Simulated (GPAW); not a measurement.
# Ta2NOS MXene monolayer in an electric field, part 2 of 3

Wanted: the out-of-plane polarisability of Ta2NOS MXene monolayer.

GPAW 26.7.0; GPAW, PAW setups; layer in a repeated cell with vacuum, relaxation of atoms and in-plane cell (the session's first sound run).

So far, dipole along the normal (e·Å): step 2 (relaxing the atoms) -7.7e-5; step 3 (the slab's potential) 3.7e-5; step 4 (field on) -0.0630.

### 5. Field on

Level of this step: GPAW, PAW setups; slab in vacuum (GPAW).

Input file run.py:

```python
import json
import numpy as np
from ase import Atoms
from gpaw import GPAW, PW
from gpaw.external import ConstantElectricField

slab = Atoms(
    ['S', 'Ta', 'N', 'Ta', 'O'],
    positions=[
        [-0.00000, 1.84103, 9.00000],
        [1.59437, 0.92051, 10.63163],
        [0.00000, 0.00000, 11.88325],
        [-0.00000, 1.84103, 13.00102],
        [1.59437, 0.92051, 14.05696]],
    cell=[[3.18875, 0.0, 0.0], [-1.59437, 2.76154, 0.0], [0.0, 0.0, 23.057]],
    pbc=[True, True, False])

slab.calc = GPAW(mode=PW(500), xc='PBE', kpts={'size': (12, 12, 1), 'gamma': True},
                 occupations={'name': 'fermi-dirac', 'width': 0.05}, nbands='160%',
                 convergence={'density': 1e-05}, maxiter=200,
                 poissonsolver={'dipolelayer': 'xy'},
                 external=ConstantElectricField(-0.1, [0, 0, 1]),
                 symmetry={'tolerance': 1e-3}, txt='slab.txt')
result = {}
energy = slab.get_potential_energy()
fermi = slab.calc.get_fermi_level()
v = slab.calc.get_electrostatic_potential().mean((0, 1)) - fermi
n = slab.calc.get_pseudo_density().mean((0, 1))
L = slab.cell[2, 2]
z = np.arange(len(v)) * L / len(v)
low, high = slab.positions[:, 2].min(), slab.positions[:, 2].max()
below, above = np.interp([low - 6.8, high + 6.8], z, v)
slopes = [np.interp(x, z, np.gradient(v, z)) for x in (low - 6.8, high + 6.8)]
eps = np.array([[slab.calc.get_eigenvalues(k, s) for k in range(len(slab.calc.get_ibz_k_points()))]
                for s in range(slab.calc.get_number_of_spins())]) - fermi
top, bottom = eps[eps < 0].max(), eps[eps > 0].min()
dipole = slab.get_dipole_moment()[2]
print(f'energy {energy:.4f} eV, Fermi level {fermi:.4f} eV, dipole {dipole:.5f} e A')
print(f'potential 6.8 A off the faces, from the Fermi level: lower {below:.4f} eV, upper {above:.4f} eV')
print(f'slope of the potential there: lower {slopes[0]:.5f}, upper {slopes[1]:.5f} eV/A')
print(f'nearest levels on the mesh: {top:.4f} and {bottom:.4f} eV')
print('magnetic moment', round(slab.get_magnetic_moment(), 3))
result.update(energy=energy, fermi=fermi, dipole=dipole, below=below, above=above, slopes=slopes, edges=[top, bottom],
              z=z.tolist(), v=v.tolist(), n=n.tolist(), positions=slab.positions.tolist(),
              forces=slab.get_forces(apply_constraint=False).tolist(), moments=slab.get_magnetic_moments().tolist())
json.dump(result, open('result.json', 'w'))
```

Started as:

```console
$ OMP_NUM_THREADS=1 OPENBLAS_NUM_THREADS=1 python run.py
```

Log:

```text
energy -43.4827 eV, Fermi level 0.2185 eV, dipole -0.03133 e A
potential 6.8 A off the faces, from the Fermi level: lower 4.6919 eV, upper 5.3365 eV
slope of the potential there: lower -0.00064, upper 0.00026 eV/A
nearest levels on the mesh: -0.0294 and 0.0560 eV
magnetic moment 0.0
```

The job ended after 7 min (1 thread of Arm Neoverse V1, shared host; peak memory 0.6 GiB).

Numbers from this step:

```
dipole along the normal                                         : -0.03133 e·Å
levels nearest the Fermi level on the mesh                      : -0.02942, 0.05605 eV from the Fermi level
potential below the slab, the applied field's own ramp left out : 4.692 eV from the Fermi level
potential above the slab, the applied field's own ramp left out : 5.337 eV from the Fermi level
```

The electrostatic potential energy of an electron (without an applied field's), less the Fermi level, planar mean oscillates, so the rows of the table below give means over windows of 1 Å about each position, cut where the curve ends. Its maxima inside the range that stand out by 2 % of the span (Å: eV): 9.7: -6.43, 11.4: -9.34, 12.2: -11.9, 13.7: -11.6. Its minima: 9.0: -19.3, 10.7: -24.0, 11.9: -15.2, 13.0: -24.4, 13.9: -12.4.

Table of electrostatic potential energy of an electron (without an applied field's), less the Fermi level, planar mean by z; means over each step:

```
z (Å)  electrostatic potential energy of an electron (without an applied field's), less the Fermi level, planar mean (eV)
    0                                                                                                                4.81
    1                                                                                                                4.69
    2                                                                                                                4.69
    3                                                                                                                4.69
    4                                                                                                                4.69
    5                                                                                                                4.69
    6                                                                                                                4.68
    7                                                                                                                4.56
    8                                                                                                                1.62
    9                                                                                                               -13.6
   10                                                                                                               -12.1
   11                                                                                                               -17.1
   12                                                                                                               -12.9
   13                                                                                                               -20.6
   14                                                                                                               -9.60
   15                                                                                                                3.90
   16                                                                                                                5.29
   17                                                                                                                5.33
   18                                                                                                                5.34
   19                                                                                                                5.34
   20                                                                                                                5.34
   21                                                                                                                5.34
   22                                                                                                                5.34
```

The dipole is now -0.0313 e Å, against 3.7e-5 in the run without a field.

### 6. Field on

run.py: that of step 5 with these lines changed.

```diff
@@ -21,3 +21,3 @@
                  poissonsolver={'dipolelayer': 'xy'},
-                 external=ConstantElectricField(-0.1, [0, 0, 1]),
+                 external=ConstantElectricField(-0.05, [0, 0, 1]),
                  symmetry={'tolerance': 1e-3}, txt='slab.txt')
```

Log:

```text
energy -43.4815 eV, Fermi level 0.2099 eV, dipole -0.01547 e A
potential 6.8 A off the faces, from the Fermi level: lower 4.8669 eV, upper 5.1856 eV
slope of the potential there: lower -0.00064, upper 0.00026 eV/A
nearest levels on the mesh: -0.0294 and 0.0558 eV
magnetic moment 0.0
```

The job ended after 6.6 min (1 thread; peak memory 0.6 GiB).

The electrostatic potential energy of an electron (without an applied field's), less the Fermi level, planar mean oscillates, so the rows of the table below give means over windows of 1 Å about each position, cut where the curve ends. Its maxima inside the range that stand out by 2 % of the span (Å: eV): 9.7: -6.34, 11.4: -9.33, 12.2: -12.0, 13.7: -11.7. Its minima: 9.0: -19.2, 10.7: -23.9, 11.9: -15.2, 13.0: -24.5, 13.9: -12.5.

The electrostatic potential energy of an electron (without an applied field's), less the Fermi level, planar mean by z; means over each step:

```
z (Å)  electrostatic potential energy of an electron (without an applied field's), less the Fermi level, planar mean (eV)
    0                                                                                                                4.93
    1                                                                                                                4.87
    2                                                                                                                4.87
    3                                                                                                                4.87
    4                                                                                                                4.87
    5                                                                                                                4.86
    6                                                                                                                4.86
    7                                                                                                                4.73
    8                                                                                                                1.78
    9                                                                                                               -13.5
   10                                                                                                               -12.0
   11                                                                                                               -17.1
   12                                                                                                               -12.9
   13                                                                                                               -20.7
   14                                                                                                               -9.72
   15                                                                                                                3.76
   16                                                                                                                5.14
   17                                                                                                                5.18
   18                                                                                                                5.18
   19                                                                                                                5.18
   20                                                                                                                5.19
   21                                                                                                                5.19
   22                                                                                                                5.19
```

### 7. In a field

run.py: that of step 6 with these lines changed.

```diff
@@ -21,3 +21,3 @@
                  poissonsolver={'dipolelayer': 'xy'},
-                 external=ConstantElectricField(-0.05, [0, 0, 1]),
+                 external=ConstantElectricField(0.05, [0, 0, 1]),
                  symmetry={'tolerance': 1e-3}, txt='slab.txt')
```

Log:

```text
energy -43.4816 eV, Fermi level 0.1922 eV, dipole 0.01627 e A
potential 6.8 A off the faces, from the Fermi level: lower 5.2179 eV, upper 4.8844 eV
slope of the potential there: lower -0.00064, upper 0.00026 eV/A
nearest levels on the mesh: -0.0294 and 0.0553 eV
magnetic moment 0.0
```

The job ended after 6.6 min (1 thread; peak memory 0.6 GiB).

### 8. In a field

run.py: that of step 7 with these lines changed.

```diff
@@ -21,3 +21,3 @@
                  poissonsolver={'dipolelayer': 'xy'},
-                 external=ConstantElectricField(0.05, [0, 0, 1]),
+                 external=ConstantElectricField(0.1, [0, 0, 1]),
                  symmetry={'tolerance': 1e-3}, txt='slab.txt')
```

Log:

```text
energy -43.4828 eV, Fermi level 0.1832 eV, dipole 0.03215 e A
potential 6.8 A off the faces, from the Fermi level: lower 5.3938 eV, upper 4.7340 eV
slope of the potential there: lower -0.00063, upper 0.00026 eV/A
nearest levels on the mesh: -0.0293 and 0.0550 eV
magnetic moment 0.0
```

Wall time 6.5 min (1 thread); peak memory 0.6 GiB.

The electrostatic potential energy of an electron (without an applied field's), less the Fermi level, planar mean oscillates, so the rows of the table below give means over windows of 1 Å about each position, cut where the curve ends. Its maxima inside the range that stand out by 2 % of the span (Å: eV): 9.7: -6.07, 11.4: -9.32, 12.2: -12.1, 13.7: -12.0. Its minima: 9.0: -18.8, 10.7: -23.8, 11.9: -15.3, 13.0: -24.7, 13.9: -12.9.

Electrostatic potential energy of an electron (without an applied field's), less the Fermi level, planar mean against z; means over each step:

```
z (Å)  electrostatic potential energy of an electron (without an applied field's), less the Fermi level, planar mean (eV)
    0                                                                                                                5.27
    1                                                                                                                5.39
    2                                                                                                                5.39
    3                                                                                                                5.39
    4                                                                                                                5.39
    5                                                                                                                5.39
    6                                                                                                                5.38
    7                                                                                                                5.25
    8                                                                                                                2.26
    9                                                                                                               -13.1
   10                                                                                                               -11.8
   11                                                                                                               -17.0
   12                                                                                                               -13.0
   13                                                                                                               -20.9
   14                                                                                                               -10.1
   15                                                                                                                3.33
   16                                                                                                                4.69
   17                                                                                                                4.73
   18                                                                                                                4.73
   19                                                                                                                4.73
   20                                                                                                                4.73
   21                                                                                                                4.73
   22                                                                                                                4.73
```

The dipole is now 0.0321 e Å, against 3.7e-5 in the run without a field.

### 9. In a field

run.py: that of step 8 with these lines changed.

```diff
@@ -21,3 +21,3 @@
                  poissonsolver={'dipolelayer': 'xy'},
-                 external=ConstantElectricField(0.1, [0, 0, 1]),
+                 external=ConstantElectricField(0.2, [0, 0, 1]),
                  symmetry={'tolerance': 1e-3}, txt='slab.txt')
```

Log:

```text
energy -43.4876 eV, Fermi level 0.1645 eV, dipole 0.06392 e A
potential 6.8 A off the faces, from the Fermi level: lower 5.7466 eV, upper 4.4339 eV
slope of the potential there: lower -0.00063, upper 0.00026 eV/A
nearest levels on the mesh: -0.0293 and 0.0545 eV
magnetic moment 0.0
```

The job ended after 6.8 min (1 thread; peak memory 0.6 GiB).

The electrostatic potential energy of an electron (without an applied field's), less the Fermi level, planar mean oscillates, so the rows of the table below give means over windows of 1 Å about each position, cut where the curve ends. Its maxima inside the range that stand out by 2 % of the span (Å: eV): 0.5: 5.75, 9.7: -5.90, 11.4: -9.31, 12.2: -12.1, 13.7: -12.3. Its minima: 9.0: -18.6, 10.7: -23.7, 11.9: -15.3, 13.0: -24.9, 13.9: -13.1.

Electrostatic potential energy of an electron (without an applied field's), less the Fermi level, planar mean against z; means over each step:

```
z (Å)  electrostatic potential energy of an electron (without an applied field's), less the Fermi level, planar mean (eV)
    0                                                                                                                5.50
    1                                                                                                                5.75
    2                                                                                                                5.75
    3                                                                                                                5.75
    4                                                                                                                5.75
    5                                                                                                                5.74
    6                                                                                                                5.74
    7                                                                                                                5.60
    8                                                                                                                2.58
    9                                                                                                               -12.8
   10                                                                                                               -11.7
   11                                                                                                               -17.0
   12                                                                                                               -13.0
   13                                                                                                               -21.0
   14                                                                                                               -10.3
   15                                                                                                                3.04
   16                                                                                                                4.39
   17                                                                                                                4.43
   18                                                                                                                4.43
   19                                                                                                                4.43
   20                                                                                                                4.43
   21                                                                                                                4.43
   22                                                                                                                4.43
```

The dipole is now 0.0639 e Å, against 3.7e-5 in the run without a field.

(Continued in part 3 of 3.)

[Logs are printed without paths, hosts, clocks, repeated set-up lines and the standing remarks that a program may print on its own settings, such as how far it seeks lower states.]

[Hosts, paths, dates, database ids (printed as entryN), source tags and the programs' standing remarks are cut or masked in the printed files.]
